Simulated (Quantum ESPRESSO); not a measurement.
# Ru(0001), 4 layers: solver and mixing choices, part 3 of 4

Which eigensolver and mixing suits Ru(0001), 4 layers? The physics should not care; the clock does.

Quantum ESPRESSO 7.5; plane-wave DFT, PBE, GBRV ultrasoft pseudopotentials.

So far. Step 4 (Self-consistent run: david, plain mixing, beta 0.7 …): Counted from each run's own zero (the Fermi level), the vacuum level differs from the first run's by -1 meV. Step 5 (Ground state: david, TF mixing, beta 0.4, history 8): Counted from each run's own zero (the Fermi level), the vacuum level differs from the first run's by -7 meV.

### 6. SCF with pw.x: david, local-TF mixing, beta 0.7, history 8

Input file c4.in:

```
&control
  prefix = 'c4'
  outdir = './out'
  pseudo_dir = './pseudo'
  calculation = 'scf'
  tprnfor = .true.
/
&system
  ibrav = 0
  nat = 4
  ntyp = 1
  ecutwfc = 40
  ecutrho = 200
  occupations = 'smearing'
  smearing = 'mv'
  degauss = 0.02
  assume_isolated = 'esm'
  esm_bc = 'bc1'
/
&electrons
  conv_thr = 1e-07
  mixing_beta = 0.7
  electron_maxstep = 80
  mixing_mode = 'local-TF'
  diagonalization = 'david'
  mixing_ndim = 8
/
ATOMIC_SPECIES
  Ru  101.0700  ru_pbe_v1.2.uspp.F.UPF
CELL_PARAMETERS angstrom
  2.70000000000000 0.00000000000000 0.00000000000000
  1.35000000000000 2.33826859021798 0.00000000000000
  0.00000000000000 0.00000000000000 22.41520000000000
ATOMIC_POSITIONS crystal
  Ru  0.666666666700 0.666666666700 -0.143099325458
  Ru  0.000000000000 0.000000000000 -0.047699775153
  Ru  0.666666666700 0.666666666700 0.047699775153
  Ru  0.000000000000 0.000000000000 0.143099325458
K_POINTS automatic
  12 12 1 0 0 0
```

Started as:

```console
> OMP_NUM_THREADS=1 mpirun -n 4 pw.x -nk 4 -in c4.in > c4.out
```

Output:

```text
[banner, memory and clock lines left out]
Program PWSCF v.7.5 starts
[...]
Message from routine setup:
[...]
number of electrons       =        64.00
     number of Kohn-Sham states=           38
     kinetic-energy cutoff     =      40.0000  Ry
     charge density cutoff     =     200.0000  Ry
[...]
number of k points=    19  Marzari-Vanderbilt smearing, width (Ry)=  0.0200
[...]
Dense  grid:    45719 G-vectors     FFT dimensions: (  24,  24, 192)
[...]
negative rho (up, down):  3.230E-01 0.000E+00
     Starting wfcs are   52 randomized atomic wfcs
[...]
negative rho (up, down):  3.320E-01 0.000E+00
[...]
estimated scf accuracy    <       4.58703669 Ry
[...]
negative rho (up, down):  3.876E-01 0.000E+00
[...]
estimated scf accuracy    <       1.28105547 Ry
[...]
negative rho (up, down):  3.660E-01 0.000E+00
[...]
estimated scf accuracy    <       0.43466385 Ry
[...]
negative rho (up, down):  3.648E-01 0.000E+00
[...]
estimated scf accuracy    <       0.03856523 Ry
[...]
negative rho (up, down):  3.622E-01 0.000E+00
[...]
estimated scf accuracy    <       0.06042715 Ry
[...]
negative rho (up, down):  3.543E-01 0.000E+00
[...]
estimated scf accuracy    <       0.06668189 Ry
[...]
negative rho (up, down):  3.398E-01 0.000E+00
[...]
estimated scf accuracy    <       0.01960915 Ry
[...]
negative rho (up, down):  3.351E-01 0.000E+00
[...]
estimated scf accuracy    <       0.00835484 Ry
[...]
negative rho (up, down):  3.231E-01 0.000E+00
[...]
estimated scf accuracy    <       0.01184584 Ry
[...]
negative rho (up, down):  3.164E-01 0.000E+00
[...]
estimated scf accuracy    <       0.00363098 Ry
[...]
negative rho (up, down):  3.149E-01 0.000E+00
[...]
estimated scf accuracy    <       0.00090111 Ry
[...]
negative rho (up, down):  3.149E-01 0.000E+00
[...]
estimated scf accuracy    <       0.00003563 Ry
[...]
negative rho (up, down):  3.147E-01 0.000E+00
[...]
estimated scf accuracy    <       0.00003589 Ry
[...]
negative rho (up, down):  3.143E-01 0.000E+00
[...]
estimated scf accuracy    <       0.00001011 Ry
[...]
negative rho (up, down):  3.144E-01 0.000E+00
[...]
estimated scf accuracy    <       0.00000095 Ry
[...]
negative rho (up, down):  3.143E-01 0.000E+00
[...]
estimated scf accuracy    <       0.00000067 Ry
[...]
negative rho (up, down):  3.142E-01 0.000E+00
[...]
estimated scf accuracy    <       0.00000036 Ry
[...]
negative rho (up, down):  3.142E-01 0.000E+00
[...]
the Fermi energy is    -5.1137 ev
!    total energy              =    -776.87918024 Ry
     estimated scf accuracy    <       0.00000005 Ry
     smearing contrib. (-TS)   =       0.00100490 Ry
     internal energy E=F+TS    =    -776.88018515 Ry
[...]
one-electron contribution =   11922.25795351 Ry
     hartree contribution      =   -5981.05408353 Ry
     xc contribution           =    -103.54682000 Ry
     ewald contribution        =   -6614.53723512 Ry
     convergence has been achieved in  18 iterations
     negative rho (up, down):  3.142E-01 0.000E+00
[...]
Total force =     0.039373     Total SCF correction =     0.000369
[...]
```

Elapsed: 44 s, on 4 MPI ranks of Arm Neoverse V1, shared host; peak memory 0.44 GiB; 2.9 min of CPU time.

This step gave:

```
Fermi energy                                                   : -5.114 eV
vacuum line at the lower end of the cell, over the Fermi level : 5.114 eV
vacuum line at the upper end of the cell, over the Fermi level : 5.114 eV
```

The program's own clock; routines nest. Time by routine:

```tsv
routine	wall time (s)	calls
PWSCF	43.03	1
electrons	41.7	1
c_bands	32.26	18
cegterg	29.08	90
h_psi	20.91	770
fftw	19.17	25652
vloc_psi	18.1	770
mix_rho	4.11	18
sum_band	4.07	18
ffts	2.82	1968
calbec	1.85	880
h_psi:calbec	1.38	770
add_vuspsi	1.37	770
s_psi	1.35	770
```

Counted from each run's own zero (the Fermi level), the vacuum level differs from the first run's by -1 meV.

### 7. SCF with pw.x: david, local-TF mixing, beta 0.2, history 8

c5.in, as its differences from the input of step 6:

```diff
@@ -1,3 +1,3 @@
 &control
-  prefix = 'c4'
+  prefix = 'c5'
   outdir = './out'
@@ -21,3 +21,3 @@
   conv_thr = 1e-07
-  mixing_beta = 0.7
+  mixing_beta = 0.2
   electron_maxstep = 80
```

Started as:

```console
> OMP_NUM_THREADS=1 mpirun -n 4 pw.x -nk 4 -in c5.in > c5.out
```

Output:

```text
[banner, memory and clock lines left out]
Program PWSCF v.7.5 starts
[...]
Message from routine setup:
[...]
number of electrons       =        64.00
     number of Kohn-Sham states=           38
     kinetic-energy cutoff     =      40.0000  Ry
     charge density cutoff     =     200.0000  Ry
[...]
number of k points=    19  Marzari-Vanderbilt smearing, width (Ry)=  0.0200
[...]
Dense  grid:    45719 G-vectors     FFT dimensions: (  24,  24, 192)
[...]
negative rho (up, down):  3.230E-01 0.000E+00
     Starting wfcs are   52 randomized atomic wfcs
[...]
negative rho (up, down):  3.234E-01 0.000E+00
[...]
estimated scf accuracy    <       4.58703669 Ry
[...]
negative rho (up, down):  3.868E-01 0.000E+00
[...]
estimated scf accuracy    <       3.88897270 Ry
[...]
negative rho (up, down):  3.595E-01 0.000E+00
[...]
estimated scf accuracy    <       7.00145777 Ry
[...]
negative rho (up, down):  3.570E-01 0.000E+00
[...]
estimated scf accuracy    <       0.48029171 Ry
[...]
negative rho (up, down):  3.581E-01 0.000E+00
[...]
estimated scf accuracy    <       0.03900524 Ry
[...]
negative rho (up, down):  3.656E-01 0.000E+00
[...]
estimated scf accuracy    <       0.06132128 Ry
[...]
negative rho (up, down):  3.757E-01 0.000E+00
[...]
estimated scf accuracy    <       0.23837029 Ry
[...]
negative rho (up, down):  3.761E-01 0.000E+00
[...]
estimated scf accuracy    <       0.06959819 Ry
[...]
negative rho (up, down):  3.573E-01 0.000E+00
[...]
estimated scf accuracy    <       0.15399796 Ry
[...]
negative rho (up, down):  3.438E-01 0.000E+00
[...]
estimated scf accuracy    <       0.06088122 Ry
[...]
negative rho (up, down):  3.376E-01 0.000E+00
[...]
estimated scf accuracy    <       0.01276010 Ry
[...]
negative rho (up, down):  3.169E-01 0.000E+00
[...]
estimated scf accuracy    <       0.00744897 Ry
[...]
negative rho (up, down):  3.186E-01 0.000E+00
[...]
estimated scf accuracy    <       0.08541630 Ry
[...]
negative rho (up, down):  3.183E-01 0.000E+00
[...]
estimated scf accuracy    <       0.02703568 Ry
[...]
negative rho (up, down):  3.185E-01 0.000E+00
[...]
estimated scf accuracy    <       0.02466963 Ry
[...]
negative rho (up, down):  3.146E-01 0.000E+00
[...]
estimated scf accuracy    <       0.02372153 Ry
[...]
negative rho (up, down):  3.162E-01 0.000E+00
[...]
estimated scf accuracy    <       0.00280532 Ry
[...]
negative rho (up, down):  3.154E-01 0.000E+00
[...]
estimated scf accuracy    <       0.00037814 Ry
[...]
negative rho (up, down):  3.152E-01 0.000E+00
[...]
estimated scf accuracy    <       0.00100256 Ry
[...]
negative rho (up, down):  3.147E-01 0.000E+00
[...]
estimated scf accuracy    <       0.00074146 Ry
[...]
negative rho (up, down):  3.144E-01 0.000E+00
[...]
estimated scf accuracy    <       0.00026627 Ry
[...]
negative rho (up, down):  3.144E-01 0.000E+00
[...]
estimated scf accuracy    <       0.00009183 Ry
[...]
negative rho (up, down):  3.144E-01 0.000E+00
[...]
estimated scf accuracy    <       0.00005942 Ry
[...]
negative rho (up, down):  3.144E-01 0.000E+00
[...]
estimated scf accuracy    <       0.00000802 Ry
[...]
negative rho (up, down):  3.144E-01 0.000E+00
[...]
estimated scf accuracy    <       0.00004922 Ry
[...]
negative rho (up, down):  3.143E-01 0.000E+00
[...]
estimated scf accuracy    <       0.00003788 Ry
[...]
negative rho (up, down):  3.142E-01 0.000E+00
[...]
estimated scf accuracy    <       0.00001296 Ry
[...]
negative rho (up, down):  3.142E-01 0.000E+00
[...]
estimated scf accuracy    <       0.00000928 Ry
[...]
negative rho (up, down):  3.143E-01 0.000E+00
[...]
estimated scf accuracy    <       0.00000375 Ry
[...]
negative rho (up, down):  3.143E-01 0.000E+00
[...]
estimated scf accuracy    <       0.00000026 Ry
[...]
negative rho (up, down):  3.143E-01 0.000E+00
[...]
estimated scf accuracy    <       0.00000040 Ry
[...]
negative rho (up, down):  3.142E-01 0.000E+00
[...]
estimated scf accuracy    <       0.00000016 Ry
[...]
negative rho (up, down):  3.142E-01 0.000E+00
[...]
the Fermi energy is    -5.1128 ev
!    total energy              =    -776.87918031 Ry
     estimated scf accuracy    <       0.00000001 Ry
     smearing contrib. (-TS)   =       0.00100461 Ry
     internal energy E=F+TS    =    -776.88018492 Ry
[...]
one-electron contribution =   11922.25422518 Ry
     hartree contribution      =   -5981.04956000 Ry
     xc contribution           =    -103.54761498 Ry
     ewald contribution        =   -6614.53723512 Ry
     convergence has been achieved in  33 iterations
     negative rho (up, down):  3.142E-01 0.000E+00
[...]
Total force =     0.039593     Total SCF correction =     0.000422
[...]
```

Wall time 80 s (4 MPI ranks); peak memory 0.44 GiB.

This step gave:

- Fermi energy: -5.113 eV
- vacuum line at the lower end of the cell, over the Fermi level: 5.113 eV
- vacuum line at the upper end of the cell, over the Fermi level: 5.113 eV

The program's own clock; routines nest. Time by routine:

```tsv
routine	wall time (s)	calls
PWSCF	79.71	1
electrons	78.39	1
c_bands	61.02	33
cegterg	56.67	165
h_psi	40.42	1353
fftw	36.97	49140
vloc_psi	35.1	1353
mix_rho	7.76	33
sum_band	7.3	33
ffts	5.31	3705
calbec	3.42	1538
h_psi:calbec	2.62	1353
add_vuspsi	2.61	1353
s_psi	2.57	1353
```

Counted from each run's own zero (the Fermi level), the vacuum level differs from the first run's by -2 meV.

### 8. Self-consistent run: david, local-TF mixing, beta 0.4, history 4

c6.in, as its differences from the input of step 7:

```diff
@@ -1,3 +1,3 @@
 &control
-  prefix = 'c5'
+  prefix = 'c6'
   outdir = './out'
@@ -21,3 +21,3 @@
   conv_thr = 1e-07
-  mixing_beta = 0.2
+  mixing_beta = 0.4
   electron_maxstep = 80
@@ -25,3 +25,3 @@
   diagonalization = 'david'
-  mixing_ndim = 8
+  mixing_ndim = 4
 /
```

Started as:

```console
> OMP_NUM_THREADS=1 mpirun -n 4 pw.x -nk 4 -in c6.in > c6.out
```

Output:

```text
[banner, memory and clock lines left out]
Program PWSCF v.7.5 starts
[...]
Message from routine setup:
[...]
number of electrons       =        64.00
     number of Kohn-Sham states=           38
     kinetic-energy cutoff     =      40.0000  Ry
     charge density cutoff     =     200.0000  Ry
[...]
number of k points=    19  Marzari-Vanderbilt smearing, width (Ry)=  0.0200
[...]
Dense  grid:    45719 G-vectors     FFT dimensions: (  24,  24, 192)
[...]
negative rho (up, down):  3.230E-01 0.000E+00
     Starting wfcs are   52 randomized atomic wfcs
[...]
negative rho (up, down):  3.265E-01 0.000E+00
[...]
estimated scf accuracy    <       4.58703669 Ry
[...]
negative rho (up, down):  3.825E-01 0.000E+00
[...]
estimated scf accuracy    <       2.74833796 Ry
[...]
negative rho (up, down):  3.634E-01 0.000E+00
[...]
estimated scf accuracy    <       1.29377877 Ry
[...]
negative rho (up, down):  3.667E-01 0.000E+00
[...]
estimated scf accuracy    <       0.13591815 Ry
[...]
negative rho (up, down):  3.725E-01 0.000E+00
[...]
estimated scf accuracy    <       0.21624749 Ry
[...]
negative rho (up, down):  3.737E-01 0.000E+00
[...]
estimated scf accuracy    <       0.17332503 Ry
[...]
negative rho (up, down):  3.633E-01 0.000E+00
[...]
estimated scf accuracy    <       0.03719962 Ry
[...]
negative rho (up, down):  3.477E-01 0.000E+00
[...]
estimated scf accuracy    <       0.01260559 Ry
[...]
negative rho (up, down):  3.484E-01 0.000E+00
[...]
estimated scf accuracy    <       0.02699876 Ry
[...]
negative rho (up, down):  3.336E-01 0.000E+00
[...]
estimated scf accuracy    <       0.00729555 Ry
[...]
negative rho (up, down):  3.230E-01 0.000E+00
[...]
estimated scf accuracy    <       0.00467270 Ry
[...]
negative rho (up, down):  3.196E-01 0.000E+00
[...]
estimated scf accuracy    <       0.00484178 Ry
[...]
negative rho (up, down):  3.169E-01 0.000E+00
[...]
estimated scf accuracy    <       0.00036052 Ry
[...]
negative rho (up, down):  3.162E-01 0.000E+00
[...]
estimated scf accuracy    <       0.00007651 Ry
[...]
negative rho (up, down):  3.152E-01 0.000E+00
[...]
estimated scf accuracy    <       0.00001446 Ry
[...]
negative rho (up, down):  3.146E-01 0.000E+00
[...]
estimated scf accuracy    <       0.00000375 Ry
[...]
negative rho (up, down):  3.142E-01 0.000E+00
[...]
estimated scf accuracy    <       0.00000179 Ry
[...]
negative rho (up, down):  3.143E-01 0.000E+00
[...]
estimated scf accuracy    <       0.00000175 Ry
[...]
negative rho (up, down):  3.143E-01 0.000E+00
[...]
estimated scf accuracy    <       0.00000043 Ry
[...]
negative rho (up, down):  3.143E-01 0.000E+00
[...]
estimated scf accuracy    <       0.00000080 Ry
[...]
negative rho (up, down):  3.142E-01 0.000E+00
[...]
the Fermi energy is    -5.1133 ev
!    total energy              =    -776.87918025 Ry
     estimated scf accuracy    <       0.00000004 Ry
     smearing contrib. (-TS)   =       0.00100433 Ry
     internal energy E=F+TS    =    -776.88018458 Ry
[...]
one-electron contribution =   11922.25681736 Ry
     hartree contribution      =   -5981.05302200 Ry
     xc contribution           =    -103.54674482 Ry
     ewald contribution        =   -6614.53723512 Ry
     convergence has been achieved in  21 iterations
     negative rho (up, down):  3.142E-01 0.000E+00
[...]
Total force =     0.039898     Total SCF correction =     0.000387
[...]
```

Wall time 50 s (4 MPI ranks); peak memory 0.43 GiB.

The program's own clock; routines nest. Time by routine:

```tsv
routine	wall time (s)	calls
PWSCF	49.77	1
electrons	48.46	1
c_bands	37.62	21
cegterg	33.99	105
h_psi	24.38	918
fftw	22.39	29820
vloc_psi	21.12	918
sum_band	4.69	21
mix_rho	4.67	21
ffts	3.23	2247
calbec	2.14	1043
h_psi:calbec	1.6	918
add_vuspsi	1.6	918
s_psi	1.57	918
```

Counted from each run's own zero (the Fermi level), the vacuum level differs from the first run's by -2 meV.

### 9. SCF with pw.x: cg, local-TF mixing, beta 0.4, history 8

c7.in, as its differences from the input of step 8:

```diff
@@ -1,3 +1,3 @@
 &control
-  prefix = 'c6'
+  prefix = 'c7'
   outdir = './out'
@@ -24,4 +24,4 @@
   mixing_mode = 'local-TF'
-  diagonalization = 'david'
-  mixing_ndim = 4
+  diagonalization = 'cg'
+  mixing_ndim = 8
 /
```

Started as:

```console
> OMP_NUM_THREADS=1 mpirun -n 4 pw.x -nk 4 -in c7.in > c7.out
```

Output:

```text
[banner, memory and clock lines left out]
Program PWSCF v.7.5 starts
[...]
Message from routine setup:
[...]
number of electrons       =        64.00
     number of Kohn-Sham states=           38
     kinetic-energy cutoff     =      40.0000  Ry
     charge density cutoff     =     200.0000  Ry
[...]
number of k points=    19  Marzari-Vanderbilt smearing, width (Ry)=  0.0200
[...]
Dense  grid:    45719 G-vectors     FFT dimensions: (  24,  24, 192)
[...]
negative rho (up, down):  3.230E-01 0.000E+00
     Starting wfcs are   52 randomized atomic wfcs
[...]
negative rho (up, down):  3.304E-01 0.000E+00
[...]
estimated scf accuracy    <       6.79321446 Ry
[...]
negative rho (up, down):  3.654E-01 0.000E+00
[...]
estimated scf accuracy    <       2.94183453 Ry
[...]
negative rho (up, down):  3.596E-01 0.000E+00
[...]
estimated scf accuracy    <       0.55528821 Ry
[...]
negative rho (up, down):  3.626E-01 0.000E+00
[...]
estimated scf accuracy    <       0.01414571 Ry
[...]
negative rho (up, down):  3.628E-01 0.000E+00
[...]
estimated scf accuracy    <       0.03975559 Ry
[...]
negative rho (up, down):  3.626E-01 0.000E+00
[...]
estimated scf accuracy    <       0.02816605 Ry
[...]
negative rho (up, down):  3.540E-01 0.000E+00
[...]
estimated scf accuracy    <       0.04524184 Ry
[...]
negative rho (up, down):  3.288E-01 0.000E+00
[...]
estimated scf accuracy    <       0.03230546 Ry
[...]
negative rho (up, down):  3.201E-01 0.000E+00
[...]
estimated scf accuracy    <       0.01450575 Ry
[...]
negative rho (up, down):  3.173E-01 0.000E+00
[...]
estimated scf accuracy    <       0.00842301 Ry
[...]
negative rho (up, down):  3.165E-01 0.000E+00
[...]
estimated scf accuracy    <       0.00077571 Ry
[...]
negative rho (up, down):  3.162E-01 0.000E+00
[...]
estimated scf accuracy    <       0.00006100 Ry
[...]
negative rho (up, down):  3.156E-01 0.000E+00
[...]
estimated scf accuracy    <       0.00004073 Ry
[...]
negative rho (up, down):  3.145E-01 0.000E+00
[...]
estimated scf accuracy    <       0.00002842 Ry
[...]
negative rho (up, down):  3.140E-01 0.000E+00
[...]
estimated scf accuracy    <       0.00001162 Ry
[...]
negative rho (up, down):  3.141E-01 0.000E+00
[...]
estimated scf accuracy    <       0.00000468 Ry
[...]
negative rho (up, down):  3.142E-01 0.000E+00
[...]
estimated scf accuracy    <       0.00000352 Ry
[...]
negative rho (up, down):  3.143E-01 0.000E+00
[...]
estimated scf accuracy    <       0.00000043 Ry
[...]
negative rho (up, down):  3.142E-01 0.000E+00
[...]
the Fermi energy is    -5.1139 ev
!    total energy              =    -776.87918028 Ry
     estimated scf accuracy    <       0.00000008 Ry
     smearing contrib. (-TS)   =       0.00100455 Ry
     internal energy E=F+TS    =    -776.88018483 Ry
[...]
one-electron contribution =   11922.25340529 Ry
     hartree contribution      =   -5981.04941829 Ry
     xc contribution           =    -103.54693671 Ry
     ewald contribution        =   -6614.53723512 Ry
     convergence has been achieved in  19 iterations
     negative rho (up, down):  3.142E-01 0.000E+00
[...]
Total force =     0.039703     Total SCF correction =     0.000635
[...]
```

It took 49 s on 4 MPI ranks; peak memory 0.44 GiB; 3.2 min of CPU time.

Numbers from this step:

```
Fermi energy                                                   : -5.114 eV
vacuum line at the lower end of the cell, over the Fermi level : 5.114 eV
vacuum line at the upper end of the cell, over the Fermi level : 5.114 eV
```

The program's own clock; routines nest. Time by routine:

```tsv
routine	wall time (s)	calls
PWSCF	48	1
electrons	46.67	1
c_bands	36.69	19
ccgdiagg	28.07	95
h_psi	26.52	8797
hs_1psi	22.03	8702
fftw	21.83	28374
vloc_psi	20.82	8797
wfcrot	8.07	95
s_psi	4.91	17499
calbec	4.44	17614
mix_rho	4.33	19
sum_band	4.31	19
s_1psi	4	8702
```

Counted from each run's own zero (the Fermi level), the vacuum level differs from the first run's by -1 meV.

### 10. Self-consistent run: ppcg, local-TF mixing, beta 0.4, history 8

c8.in, as its differences from the input of step 9:

```diff
@@ -1,3 +1,3 @@
 &control
-  prefix = 'c7'
+  prefix = 'c8'
   outdir = './out'
@@ -24,3 +24,3 @@
   mixing_mode = 'local-TF'
-  diagonalization = 'cg'
+  diagonalization = 'ppcg'
   mixing_ndim = 8
```

Started as:

```console
> OMP_NUM_THREADS=1 mpirun -n 4 pw.x -nk 4 -in c8.in > c8.out
```

Output:

```text
[banner, memory and clock lines left out]
Program PWSCF v.7.5 starts

          URL

 %%%%%%%%%%%%%%%%%%%%%%%%%%%%%%%%%%%%%%%%%%%%%%%%%%%%%%%%%%%%%%%%%%%%%%%%%%%%%%
     Error in routine iosys (1):
     PPCG diagonalization not supported anymore (Dec. 2024)
 %%%%%%%%%%%%%%%%%%%%%%%%%%%%%%%%%%%%%%%%%%%%%%%%%%%%%%%%%%%%%%%%%%%%%%%%%%%%%%

     stopping ...
[the rest left out]
```

It took 0.48 s on 4 MPI ranks; peak memory 0.09 GiB.

The program refused the input before any cycle.

The fault put into the input: an eigensolver that this release has dropped (electrons.diagonalization = "ppcg").

The message: “iosys (1): PPCG diagonalization not supported anymore (Dec. 2024)”. This release no longer has that solver; david, paro or rmm-davidson serve.

(Continued in part 4 of 4.)

[Logs are printed without paths, hosts, clocks, repeated set-up lines and the standing remarks that a program may print on its own settings, such as how far it seeks lower states.]

[Hosts, paths, dates, database ids (printed as entryN), source tags and the programs' standing remarks are cut or masked in the printed files.]

[Maps of the electrostatic potential energy from Ansatz leave out the sawtooth potential of an applied field or a dipole correction, so their vacuum need not be flat; planar profiles and work functions include it.]
